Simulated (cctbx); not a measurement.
**CaZnFe2S5 across an absorption edge**

Space group P1 (no. 1), a = 4.5030 Å, b = 4.6270 Å, c = 9.0480 Å, α = 89.57°, β = 89.85°, γ = 88.75°.

| atom | mult. | x | y | z | Ueq (Å²) |
| --- | --- | --- | --- | --- | --- |
| Zn1 | 1 | 0.9980 | 0.0068 | 0.9783 | 0.0204 |
| Fe1 | 1 | 0.5125 | 0.4929 | 0.7412 | 0.0210 |
| Fe2 | 1 | 0.4969 | 0.4933 | 0.2504 | 0.0272 |
| Ca1 | 1 | 0.0178 | 0.9870 | 0.5079 | 0.0292 |
| S1 | 1 | 0.5018 | 0.5027 | 0.0049 | 0.0346 |
| S2 | 1 | 0.4822 | 0.0011 | 0.3018 | 0.0449 |
| S3 | 1 | 0.5047 | 0.9861 | 0.7070 | 0.0352 |
| S4 | 1 | 0.9974 | 0.4942 | 0.3028 | 0.0298 |
| S5 | 1 | 0.0034 | 0.5114 | 0.7033 | 0.0276 |

The model is made up (kin elements in a known structure type, no relaxation), so it says nothing on whether the phase exists.

Calculated with cctbx: free-atom f′ and f″ from the Sasaki tables, no fine structure; amplitudes in electrons.

How do |F(hkl)| and |F(−h−k−l)| change across the Fe K edge?

```text
E (eV)    f'(Fe)   f''          |F|0 -1 1        |F|1 0 1        |F|0 1 2        |F|0 1 1
   6512   -2.25   0.55        8.2/   5.5     10.4/   8.7     65.7/  66.0      6.0/   4.8
   6862   -3.07   0.50        8.1/   5.6     10.4/   8.8     64.1/  64.3      6.1/   5.0
   6992   -3.80   0.48        8.1/   5.6     10.4/   8.9     62.7/  62.9      6.1/   5.1
   7052   -4.56   0.47        8.1/   5.7     10.4/   8.9     61.2/  61.5      6.2/   5.2
   7082   -5.23   0.47        8.1/   5.7     10.4/   8.9     59.9/  60.2      6.2/   5.3
   7097   -5.97   0.47        8.1/   5.7     10.4/   8.8     58.5/  58.8      6.2/   5.3
   7104   -6.62   0.47        8.1/   5.7     10.3/   8.8     57.3/  57.5      6.3/   5.4
   7108   -7.33   0.47        8.1/   5.7     10.3/   8.8     55.9/  56.2      6.3/   5.4
   7116   -7.57   3.95        7.9/   5.9     10.4/   8.7     55.9/  56.7      6.2/   5.4
   7120   -6.73   3.94        7.9/   5.9     10.5/   8.7     57.5/  58.3      6.2/   5.4
   7127   -5.99   3.94        7.9/   5.9     10.5/   8.8     58.9/  59.7      6.2/   5.3
   7142   -5.19   3.92        7.9/   5.9     10.5/   8.8     60.4/  61.1      6.1/   5.3
   7172   -4.41   3.89        7.8/   5.9     10.5/   8.8     61.8/  62.6      6.1/   5.3
   7262   -3.31   3.79        7.8/   5.9     10.5/   8.9     63.9/  64.6      6.0/   5.2
   7512   -2.18   3.56        7.7/   5.9     10.5/   9.1     65.9/  66.6      6.0/   5.3
```

The edge is at 7112 eV. f′ of Fe falls from -3.8 e at 6992 eV to -7.3 e at 4 eV below it, and f″ steps from 0.47 to 3.94 e across it. Over that approach |F| changes by +0 % (0 -1 1), -1 % (1 0 1), -11 % (0 1 2) and +3 % (0 1 1): a reflection falls where Fe scatters in phase with the total and rises where it scatters against it; it hardly moves where the Fe term is small or cancels by symmetry or lies in quadrature to the total. The f″ term interferes with the normal scattering with opposite sign for the two Friedel mates. The largest Friedel difference in the scan is 39.4 % of the mean (0 -1 1, at 6512 eV).

[Logs are printed without paths, hosts, clocks, repeated set-up lines and the standing remarks that a program may print on its own settings, such as how far it seeks lower states.]
